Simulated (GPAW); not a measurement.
## Optical response of SrO

Aim: the dielectric function of SrO, and the optical constants that follow from it. The cell comes from an older database entry, whose edges can differ from later determinations, mostly by under a per cent.

Main program and level: GPAW 26.7.0; DFT, PBE, plane-wave PAW (GPAW data sets), scalar-relativistic, RPA, optical limit.

Most raw output is cut from this account.

The database entry behind the starting cell differs from later determinations by our own check (about 0.5 % short), so it need not match the best structure at ambient conditions.

## (1) The starting structure

It takes space group Fm-3m (No. 225, cubic). Conventional cell: a = 5.133 Å, b = 5.133 Å, c = 5.133 Å, α = 90.00°, β = 90.00°, γ = 90.00°. Nearest to Sr lie 6 O at 2.57 Å. Nearest to O lie 6 Sr at 2.57 Å. Farther neighbours and most contacts between anions are not listed.

Structure file:

```
Sr O
1.0
     0.00000    2.56630    2.56630
     2.56630    0.00000    2.56630
     2.56630    2.56630    0.00000
Sr O
1 1
Cartesian
  2.5663 2.5663 2.5663
  0.0000 0.0000 0.0000
```

## (2) Ground state

First the ground state: is it a metal or has it a gap?

This step: DFT, PBE, plane-wave PAW (GPAW data sets), scalar-relativistic, ground state (GPAW 26.7.0).

Contents of gs.py:

```python
from ase import Atoms
from ase.dft.bandgap import bandgap
from gpaw import GPAW, PW, FermiDirac

atoms = Atoms(['Sr', 'O'],
              cell=[[0.000000000000, 2.566300000000, 2.566300000000],
                    [2.566300000000, 0.000000000000, 2.566300000000],
                    [2.566300000000, 2.566300000000, 0.000000000000]],
              scaled_positions=[[0.500000000000, 0.500000000000, 0.500000000000],
                                [0.000000000000, 0.000000000000, 0.000000000000]],
              pbc=[True, True, True])
atoms.calc = GPAW(mode=PW(500), xc='PBE', kpts={'size': (8, 8, 8), 'gamma': True},
                  occupations=FermiDirac(0.05), maxiter=150, txt='gs.txt')
print('energy (eV)', atoms.get_potential_energy())
print('Fermi level (eV)', atoms.calc.get_fermi_level())
print('valence electrons', atoms.calc.get_number_of_electrons())
print('gap (eV)', bandgap(atoms.calc, output=None)[0])
print('direct gap (eV)', bandgap(atoms.calc, direct=True, output=None)[0])
atoms.calc.write('gs.gpw')
```

The run is started by

```sh
$ OMP_NUM_THREADS=1 python gs.py
```

Run time: 4.5 s. Hardware: 1 thread of Arm Neoverse V2, shared host; peak memory 0.13 GiB.

Read-outs, printed or worked out from the files:

| Property | Result |
| --- | --- |
| energy | -11.87 eV |
| Fermi energy | 6.178 eV |
| gap on the k-mesh | 3.362 eV |
| direct gap on the mesh | 3.424 eV |
| electrons | 16 |

There is a gap, 3.36 eV on this mesh (points off the mesh can give less), so no carriers' term is needed.

## (3) Bands for the response

At the fixed density, many empty bands are solved on the mesh of the response, since the spectrum sums over them.

This step: DFT, PBE, plane-wave PAW (GPAW data sets), scalar-relativistic, bands at fixed density (GPAW 26.7.0).

Contents of nscf.py:

```python
from ase.dft.bandgap import bandgap
from gpaw import GPAW, FermiDirac

calc = GPAW('gs.gpw').fixed_density(kpts={'size': (12, 12, 12), 'gamma': True}, nbands=33, convergence={'bands': 27},
                                    occupations=FermiDirac(0.001), txt='nscf.txt')
print('gap (eV)', bandgap(calc, output=None)[0])
print('direct gap (eV)', bandgap(calc, direct=True, output=None)[0])
print('top band over the Fermi level (eV)', min(calc.get_eigenvalues(kpt=k)[26] for k in range(len(calc.get_ibz_k_points()))) - calc.get_fermi_level())
calc.write('full.gpw', mode='all')
```

The run is started by

```sh
$ OMP_NUM_THREADS=1 python nscf.py
```

Elapsed: 23 s, on 1 thread; peak memory 0.18 GiB.

## (4) Dielectric function, RPA

Local fields let the induced charge screen the field inside the cell, which as a rule lowers ε, most along directions where the density is uneven.

This step: DFT, PBE, plane-wave PAW (GPAW data sets), scalar-relativistic, RPA, optical limit (GPAW 26.7.0).

Contents of df.py:

```python
from gpaw.response.df import DielectricFunction

df = DielectricFunction('full.gpw', frequencies={'type': 'nonlinear', 'domega0': 0.03, 'omega2': 8},
                        ecut=60,
                        eta=0.15,
                        nbands=27,
                        txt='df.txt')
for direction in ['x']:
    df.get_dielectric_function(xc='RPA', direction=direction, filename=f'df_{direction}.csv')
```

The run is started by

```sh
$ OMP_NUM_THREADS=1 python df.py
```

Wall time 5 s (1 thread); peak memory 0.21 GiB.

Read-outs, printed or worked out from the files:

- electronic dielectric constant ε∞, mean over x, y and z (by symmetry where fewer were run): 3.576
- main peak of Im epsilon, first axis: 9.379 eV
- centre of weight of the strongest loss peak in the window: 15.08 eV

Values under the direct gap are tails of Lorentzian lines. Im ε, E ∥ x against photon energy; read off at these points:

photon energy (eV), Im ε, E ∥ x and a bar:
```
     0.00       0.00 
     0.50       0.01 
     1.00       0.01 
     1.50       0.02 
     2.00       0.04 
     2.50       0.06 
     3.00       0.11 #
     3.50       0.44 ###
     4.00       1.14 #######
     4.50       1.86 ###########
     5.00       1.80 ###########
     5.50       1.94 ############
     6.00       2.59 ################
     6.50       2.66 ################
     7.00       2.94 ##################
     7.50       3.50 ######################
     7.61       3.63 ######################
     8.00       3.55 ######################
     8.50       2.87 ##################
     9.00       3.36 #####################
     9.35       4.88 ##############################
     9.50       4.66 #############################
    10.00       3.51 ######################
    10.50       2.97 ##################
    11.00       2.28 ##############
    11.50       1.70 ##########
    12.00       1.23 ########
    12.50       0.82 #####
    13.00       0.75 #####
    13.43       1.61 ##########
    13.50       1.59 ##########
    14.00       1.33 ########
    14.50       1.25 ########
    15.00       0.85 #####
    15.50       0.51 ###
    16.00       0.42 ###
    16.50       0.47 ###
    17.00       0.68 ####
    17.50       0.69 ####
    18.00       0.75 #####
    18.50       0.86 #####
    18.85       0.92 ######
    19.00       0.89 #####
    19.50       0.80 #####
    20.00       0.71 ####
    20.50       0.70 ####
    21.00       0.69 ####
    21.50       0.86 #####
```

Re ε, E ∥ x against photon energy:

| photon energy (eV) | Re ε, E ∥ x |
| --- | --- |
| 0 | 3.58 |
| 1 | 3.62 |
| 2 | 3.79 |
| 3 | 4.22 |
| 4 | 4.69 |
| 5 | 4.52 |
| 6 | 3.90 |
| 7 | 3.60 |
| 8 | 2.59 |
| 9 | 2.82 |
| 10 | 0.294 |
| 11 | -0.0634 |
| 12 | -0.0632 |
| 13 | 1.04 |
| 14 | 0.551 |
| 15 | 0.328 |
| 16 | 0.848 |
| 17 | 1.24 |
| 18 | 1.22 |
| 19 | 1.08 |
| 20 | 1.08 |
| 21 | 1.27 |

The Im ε, E ∥ x has structure finer than the step of the table below, so its rows give means over 1 eV, whole bins alone (the curve runs from 0 to 21.9 eV). Peaks (eV: height): without local fields 7.6: 3.77, 9.3: 5.15, 13.4: 1.65, 21.5: 2.22; with local fields 7.6: 3.63, 9.3: 4.88, 13.4: 1.61.

Values under the direct gap are tails of Lorentzian lines. Table of Im ε, E ∥ x by photon energy; means over each step:

| photon energy (eV) | without local fields | with local fields |
| --- | --- | --- |
| 1 | 0.0168 | 0.0152 |
| 2 | 0.0437 | 0.0394 |
| 3 | 0.175 | 0.155 |
| 4 | 1.17 | 1.02 |
| 5 | 2.04 | 1.84 |
| 6 | 2.59 | 2.37 |
| 7 | 3.18 | 3.00 |
| 8 | 3.49 | 3.37 |
| 9 | 3.81 | 3.59 |
| 10 | 3.75 | 3.56 |
| 11 | 2.43 | 2.29 |
| 12 | 1.28 | 1.25 |
| 13 | 1.03 | 0.973 |
| 14 | 1.39 | 1.42 |
| 15 | 0.841 | 0.873 |
| 16 | 0.487 | 0.428 |
| 17 | 0.895 | 0.645 |
| 18 | 1.30 | 0.764 |
| 19 | 1.73 | 0.855 |
| 20 | 1.65 | 0.734 |
| 21 | 1.84 | 0.727 |

The loss function −Im 1/ε at q → 0, E ∥ x has structure finer than the step of the table below, so its rows give means over 1 eV, whole bins alone (the curve runs from 0 to 21.9 eV). Peaks (eV: height): 12.4: 1.04, 15.4: 1.12, 19.1: 0.461.

Values under the direct gap are tails of Lorentzian lines. Loss function −Im 1/ε at q → 0, E ∥ x against energy loss; means over each step:

```
energy loss (eV)  loss function −Im 1/ε at q → 0, E ∥ x
               1                                0.00115
               2                                0.00271
               3                                0.00808
               4                                 0.0432
               5                                 0.0835
               6                                  0.110
               7                                  0.136
               8                                  0.193
               9                                  0.185
              10                                  0.282
              11                                  0.442
              12                                  0.817
              13                                  0.573
              14                                  0.594
              15                                  0.967
              16                                  0.531
              17                                  0.349
              18                                  0.367
              19                                  0.429
              20                                  0.410
              21                                  0.334
```

Table of refractive index n and extinction k by photon energy:

| photon energy (eV) | n | k |
| --- | --- | --- |
| 0 | 1.89 | 0 |
| 1 | 1.90 | 0.00392 |
| 2 | 1.95 | 0.00976 |
| 3 | 2.05 | 0.0277 |
| 4 | 2.18 | 0.262 |
| 5 | 2.17 | 0.415 |
| 6 | 2.07 | 0.625 |
| 7 | 2.03 | 0.725 |
| 8 | 1.87 | 0.949 |
| 9 | 1.90 | 0.885 |
| 10 | 1.38 | 1.27 |
| 11 | 1.05 | 1.08 |
| 12 | 0.765 | 0.805 |
| 13 | 1.08 | 0.348 |
| 14 | 0.998 | 0.667 |
| 15 | 0.788 | 0.541 |
| 16 | 0.947 | 0.221 |
| 17 | 1.15 | 0.294 |
| 18 | 1.15 | 0.325 |
| 19 | 1.11 | 0.400 |
| 20 | 1.09 | 0.326 |
| 21 | 1.17 | 0.295 |

From ε follow the optical constants at some laser and lamp lines:

| wavelength (nm) | n | k | R (%) | 1/α |
| --- | --- | --- | --- | --- |
| 633 | 1.94 | 0.009 | 10.3 | 5.3 µm |
| 532 | 1.97 | 0.013 | 10.7 | 3.3 µm |
| 405 | 2.06 | 0.031 | 12.1 | 1.0 µm |
| 365 | 2.14 | 0.075 | 13.3 | 386 nm |
| 308 | 2.17 | 0.270 | 14.3 | 91 nm |
| 248 | 2.17 | 0.415 | 15.0 | 48 nm |
| 193 | 2.08 | 0.591 | 15.4 | 26 nm |

Below the direct gap, k and the depth come from the tails of the Lorentzian lines, not from transitions.

Rows near the edge hang on the gap, which this functional as a rule makes too small, and phonon-assisted absorption is left out.

## (5) Results

- electronic dielectric constant ε∞, mean over x, y and z (by symmetry where fewer were run) (RPA): 3.58
- main peak of Im epsilon, first axis: 9.38 eV
- centre of weight of the strongest loss peak in the window, first axis: 15.1 eV

In words: At this level (PBE, RPA) SrO has ε∞ = 3.58 and n = 1.90 at 1550 nm, and Im ε peaks at 9.4 eV. On the mesh the gap is 3.36 eV and the least direct gap 3.42 eV, so on this mesh the band edges lie at different points. Local fields change the static value along x from 3.86 to 3.58 (-7 %). Distinct maxima of Im ε, read by a parabola through the highest points, lie at 6.00 eV (2.6), 7.61 eV (3.6), 8.02 eV (3.6) and 9.38 eV (4.9). Excitons and phonon-assisted transitions are missing; PBE gaps are as a rule too small, which pulls the onset down and ε∞ up. The sum runs over mesh points, so small or evenly spaced maxima can still be ripples of the mesh. In this version of GPAW the matrix elements of the optical limit are incomplete, which can lower ε − 1 by up to a tenth where first-row anions or d states rule, and shift it by more in d metals.

[Machine, clock and banner lines and Python warnings are left out of the logs.]

[Logs are printed without paths, hosts, clocks, repeated set-up lines and the standing remarks that a program may print on its own settings, such as how far it seeks lower states.]

[Hosts, paths, dates, database ids (printed as entryN), source tags and the programs' standing remarks are cut or masked in the printed files.]
